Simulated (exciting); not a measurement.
Two BSE runs for the Ta L₃ edge of LiTaF6, space group R-3. Run A: exciting, all-electron LAPW+lo, LDA, exchange and screened direct term (singlet BSE), 3×3×3 shifted k points, 41 conduction bands, |G+q| up to 3 bohr⁻¹ (2 in the exchange term), full RPA screening with nempty = 72, Lorentzian half width 2.44 eV. Run B has a fault in its input.

Energy from the Kohn–Sham onset, core level to the lowest empty state found on the meshes used; one zero for both, scaled to A's maximum:

```tsv
E (eV)	A	B
-11.5	0.19	0.10
-11.0	0.22	0.11
-10.5	0.26	0.13
-10.0	0.31	0.14
-9.5	0.37	0.16
-9.0	0.44	0.19
-8.5	0.54	0.22
-8.0	0.65	0.26
-7.5	0.77	0.30
-7.0	0.89	0.36
-6.5	0.97	0.44
-6.0	1.00	0.53
-5.5	0.97	0.64
-5.0	0.92	0.75
-4.5	0.87	0.85
-4.0	0.84	0.90
-3.5	0.84	0.89
-3.0	0.86	0.84
-2.5	0.87	0.78
-2.0	0.86	0.74
-1.5	0.80	0.71
-1.0	0.71	0.72
-0.5	0.61	0.75
0.0	0.51	0.78
0.5	0.43	0.80
1.0	0.37	0.78
1.5	0.31	0.72
2.0	0.27	0.63
2.5	0.24	0.55
3.0	0.22	0.47
3.5	0.20	0.41
4.0	0.19	0.36
4.5	0.18	0.32
5.0	0.17	0.29
5.5	0.16	0.27
6.0	0.16	0.25
6.5	0.16	0.24
7.0	0.15	0.23
7.5	0.15	0.22
8.0	0.15	0.21
8.5	0.15	0.20
9.0	0.15	0.20
9.5	0.15	0.19
10.0	0.15	0.19
10.5	0.15	0.19
11.0	0.15	0.18
11.5	0.14	0.18
12.0	0.14	0.18
12.5	0.14	0.18
13.0	0.14	0.18
13.5	0.15	0.18
14.0	0.15	0.18
14.5	0.15	0.18
15.0	0.15	0.18
15.5	0.15	0.18
16.0	0.14	0.18
16.5	0.14	0.18
17.0	0.14	0.17
17.5	0.13	0.17
18.0	0.13	0.16
18.5	0.12	0.16
19.0	0.12	0.15
19.5	0.12	0.15
20.0	0.12	0.15
20.5	0.12	0.15
21.0	0.12	0.15
21.5	0.12	0.15
22.0	0.12	0.15
22.5	0.11	0.15
```

Question: What most likely went wrong in run B?

The cutoff of the kernels is far too low (cutoff of the screened term (bohr⁻¹) from 3 to 0.6 and cutoff of the exchange term (bohr⁻¹) from 2 to 0.6). The spectrum differs from run A by 43 % r.m.s. Moving the earlier curve by +2.6 eV leaves 12 %. The highest maximum lies at -3.9 eV (0.90), against -6.1 eV (1.00). The first bright state moves from -6.28 to -4.01 eV. The kernels miss the short-range part of the Coulomb interaction, its components above their cutoff. Other settings could leave a like mark; this is the change that was made.

[Banner, clock and machine lines of the logs are left out without a mark of their own.]

[Logs are printed without paths, hosts, clocks, repeated set-up lines and the standing remarks that a program may print on its own settings, such as how far it seeks lower states.]

[Hosts, paths, dates, database ids (printed as entryN), source tags and the programs' standing remarks are cut or masked in the printed files.]
